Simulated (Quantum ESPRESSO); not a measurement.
# MgS (Niningerite): how pressure shifts the optical phonon

Aim: the Grüneisen parameter and the pressure coefficient of an optical mode of MgS (Niningerite).

Main program and level: Quantum ESPRESSO 7.5; DFT LDA, scalar-relativistic, plane waves, PseudoDojo norm-conserving pseudopotentials.

## 1. Set-up

It takes space group Fm-3m (No. 225, cubic). The conventional cell has a = 5.132 Å, b = 5.132 Å, c = 5.132 Å, α = 90.00°, β = 90.00°, γ = 90.00°. Nearest to Mg lie 6 S at 2.57 Å. Nearest to S lie 6 Mg at 2.57 Å. Farther neighbours and most contacts between anions are not listed.

This is the cell after its relaxation at this level of theory, not the database cell from which that began.

## 2. Runs at several volumes

The relaxed cell is scaled uniformly; in this structure symmetry fixes all atoms, so nothing has to be relaxed anew. Each volume gets a ground state and a response at Γ. The mode followed is the highest one without the macroscopic field, of symmetry T1u; longitudinal polar modes lie higher. Cutoff 92 Ry, k mesh 8×8×8.

From the response at V/V₀ = 0.94:

What it wrote:

```text
[banners, grids, parts of the stress and lines that vanish by symmetry left out]
Program PHONON v.7.5
     Reading xml data from directory:

[...]
Exchange-correlation= PW
                           (   1   4   0   0   0   0   0)
[...]
kinetic-energy cut-off    =      92.0000  Ry
     charge density cut-off    =     368.0000  Ry
     convergence threshold     =      1.0E-18
[...]
Exchange-correlation= PW
                           (   1   4   0   0   0   0   0)
[...]
q = (   0.0000000   0.0000000   0.0000000 )
     49 Sym.Ops. (with q -> -q+G )
     G cutoff =  841.1981  (  25605 G-vectors)     FFT grid: ( 45, 45, 45)
     number of k points=    29
[...]
Mode symmetry, O_h (m-3m)  point group:
[...]
Dielectric constant
[...]
End of electric fields calculation
          Dielectric constant in cartesian axis
          (       5.670538420       0.000000000       0.000000000 )
          (       0.000000000       5.670538420       0.000000000 )
          (       0.000000000      -0.000000000       5.670538420 )
          Effective charges (d Force / dE) in cartesian axis without acoustic sum rule applied (asr)
           atom    1  Mg    Mean Z*:        2.24199
      Ex  (        2.24199        0.00000        0.00000 )
      Ey  (        0.00000        2.24199       -0.00000 )
      Ez  (        0.00000       -0.00000        2.24199 )
           atom    2  S     Mean Z*:       -2.25568
      Ex  (       -2.25568        0.00000        0.00000 )
      Ey  (        0.00000       -2.25568        0.00000 )
      Ez  (        0.00000        0.00000       -2.25568 )
          Effective charges Sum: Mean:       -0.01369
[...]
Effective charges (d Force / dE) in cartesian axis with asr applied:
           atom    1  Mg    Mean Z*:        2.24883
[...]
atom    2  S     Mean Z*:       -2.24883
[...]
Representation #   1 modes #   1   2   3
[...]
End of self-consistent calculation
     Convergence has been achieved
     Representation #   2 modes #   4   5   6
[...]
End of self-consistent calculation
     Convergence has been achieved
[...]
Dielectric constant in cartesian axis
          (       5.670538420       0.000000000       0.000000000 )
          (       0.000000000       5.670538420       0.000000000 )
          (       0.000000000      -0.000000000       5.670538420 )
          Effective charges (d Force / dE) in cartesian axis without acoustic sum rule applied (asr)
           atom    1  Mg    Mean Z*:        2.24199
      Ex  (        2.24199        0.00000        0.00000 )
      Ey  (        0.00000        2.24199       -0.00000 )
      Ez  (        0.00000       -0.00000        2.24199 )
           atom    2  S     Mean Z*:       -2.25568
      Ex  (       -2.25568        0.00000        0.00000 )
      Ey  (        0.00000       -2.25568        0.00000 )
      Ez  (        0.00000        0.00000       -2.25568 )
          Effective charges Sum: Mean:       -0.01369
[...]
Effective charges (d Force / dE) in cartesian axis with asr applied:
           atom    1  Mg    Mean Z*:        2.24883
[...]
atom    2  S     Mean Z*:       -2.24883
[...]
q = (    0.000000000   0.000000000   0.000000000 )
[...]
freq (    1) =       0.068754 [THz] =       2.293393 [cm-1]
     freq (    2) =       0.068754 [THz] =       2.293393 [cm-1]
     freq (    3) =       0.068754 [THz] =       2.293393 [cm-1]
     freq (    4) =       8.829713 [THz] =     294.527515 [cm-1]
     freq (    5) =       8.829713 [THz] =     294.527515 [cm-1]
     freq (    6) =       8.829713 [THz] =     294.527515 [cm-1]
[...]
Mode symmetry, O_h (m-3m)  point group:
     freq (   1-   3) =          2.3  [cm-1]   --> T_1u G_15  G_4- I
     freq (   4-   6) =        294.5  [cm-1]   --> T_1u G_15  G_4- I

   JOB DONE.
```

One volume, V/V₀ = 1.03, is held back as a test.

| V/V₀ | volume (Å³/atom) | pressure (GPa) | ω (cm⁻¹) |
| --- | --- | --- | --- |
| 0.94 | 15.879 | 5.83 | 294.53 |
| 0.97 | 16.386 | 2.69 | 272.64 |
| 1 | 16.893 | 0.00 | 251.45 |
| 1.03 | 17.400 | -2.31 | held back |
| 1.06 | 17.906 | -4.30 | 210.53 |

## 3. The fit

The mode Grüneisen parameter is γ = −d ln ω / d ln V.

| ln(V/V₀) | ln ω |
| --- | --- |
| -0.0619 | 5.6854 |
| -0.0305 | 5.6082 |
| 0.0000 | 5.5272 |
| 0.0583 | 5.3496 |

A straight line through these points has the slope -2.808, so γ = 2.81; at V/V₀ = 1.03 it predicts ω = exp(5.5187 − 0.0830) = 229.45 cm⁻¹.

A parabola of pressure against ln V through V/V₀ = 0.97, 1 and 1.03 gives the bulk modulus B = −dP/d ln V = 83 GPa at V₀. With ω₀ from the fitted line the pressure coefficient follows as dω/dP = γ ω₀ / B = 2.81 × 249.3 / 83 = 8.41 cm⁻¹/GPa.

## 4. The run that was held back

What it wrote:

```text
[banners, grids, parts of the stress and lines that vanish by symmetry left out]
[banner, memory and clock lines left out]
Program PHONON v.7.5

[...]
Exchange-correlation= PW
                           (   1   4   0   0   0   0   0)
[...]
kinetic-energy cut-off    =      92.0000  Ry
     charge density cut-off    =     368.0000  Ry
     convergence threshold     =      1.0E-18
[...]
Exchange-correlation= PW
                           (   1   4   0   0   0   0   0)
[...]
q = (   0.0000000   0.0000000   0.0000000 )
     49 Sym.Ops. (with q -> -q+G )
     G cutoff =  894.0693  (  27941 G-vectors)     FFT grid: ( 45, 45, 45)
     number of k points=    29
[...]
Mode symmetry, O_h (m-3m)  point group:
[...]
Dielectric constant
[...]
End of electric fields calculation
          Dielectric constant in cartesian axis
          (       5.647653045      -0.000000000      -0.000000000 )
          (      -0.000000000       5.647653045      -0.000000000 )
          (      -0.000000000      -0.000000000       5.647653045 )
          Effective charges (d Force / dE) in cartesian axis without acoustic sum rule applied (asr)
           atom    1  Mg    Mean Z*:        2.33028
      Ex  (        2.33028       -0.00000        0.00000 )
      Ey  (       -0.00000        2.33028        0.00000 )
      Ez  (        0.00000        0.00000        2.33028 )
           atom    2  S     Mean Z*:       -2.34219
      Ex  (       -2.34219        0.00000       -0.00000 )
      Ey  (        0.00000       -2.34219       -0.00000 )
      Ez  (       -0.00000        0.00000       -2.34219 )
[...]
Representation #   1 modes #   1   2   3
[...]
End of self-consistent calculation
     Convergence has been achieved
     Representation #   2 modes #   4   5   6
[...]
End of self-consistent calculation
     Convergence has been achieved
[...]
Dielectric constant in cartesian axis
          (       5.647653045      -0.000000000      -0.000000000 )
          (      -0.000000000       5.647653045      -0.000000000 )
          (      -0.000000000      -0.000000000       5.647653045 )
          Effective charges (d Force / dE) in cartesian axis without acoustic sum rule applied (asr)
           atom    1  Mg    Mean Z*:        2.33028
      Ex  (        2.33028       -0.00000        0.00000 )
      Ey  (       -0.00000        2.33028        0.00000 )
      Ez  (        0.00000        0.00000        2.33028 )
           atom    2  S     Mean Z*:       -2.34219
      Ex  (       -2.34219        0.00000       -0.00000 )
      Ey  (        0.00000       -2.34219       -0.00000 )
      Ez  (       -0.00000        0.00000       -2.34219 )
          Effective charges Sum: Mean:       -0.01190
[...]
Effective charges (d Force / dE) in cartesian axis with asr applied:
           atom    1  Mg    Mean Z*:        2.33623
[...]
atom    2  S     Mean Z*:       -2.33623
[...]
q = (    0.000000000   0.000000000   0.000000000 )
[...]
freq (    1) =       0.086125 [THz] =       2.872837 [cm-1]
     freq (    2) =       0.086125 [THz] =       2.872837 [cm-1]
     freq (    3) =       0.086125 [THz] =       2.872837 [cm-1]
     freq (    4) =       6.919183 [THz] =     230.799104 [cm-1]
     freq (    5) =       6.919183 [THz] =     230.799104 [cm-1]
     freq (    6) =       6.919183 [THz] =     230.799104 [cm-1]
[...]
Mode symmetry, O_h (m-3m)  point group:
     freq (   1-   3) =          2.9  [cm-1]   --> T_1u G_15  G_4- I
     freq (   4-   6) =        230.8  [cm-1]   --> T_1u G_15  G_4- I
```

It gives 230.80 cm⁻¹ against the predicted 229.45 cm⁻¹, a miss of 1 cm⁻¹.

## 5. Outcome

```yaml
mode_grueneisen_parameter: 2.808
bulk_modulus: 83.2 GPa
pressure_coefficient: 8.41 cm⁻¹/GPa
```

**Reading.** The highest optical mode of MgS (Niningerite) without the LO-TO term stiffens by 8.41 cm⁻¹ a GPa near the relaxed volume, with γ = 2.81. The power law meets all 5 runs within 0.86 %; between neighbouring volumes γ runs from 2.46 to 3.20. Such a coefficient turns a measured shift of this mode into a hydrostatic stress; uniaxial or biaxial stress splits the mode and needs deformation potentials. These are harmonic values at zero temperature for the structure held cubic, which a run at Γ can't show to be stable; the bulk modulus rests on three points.

[Host names and launcher messages were left out of these logs when they were recorded.]

[Logs are printed without paths, hosts, clocks, repeated set-up lines and the standing remarks that a program may print on its own settings, such as how far it seeks lower states.]

[Hosts, paths, dates, database ids (printed as entryN), source tags and the programs' standing remarks are cut or masked in the printed files.]
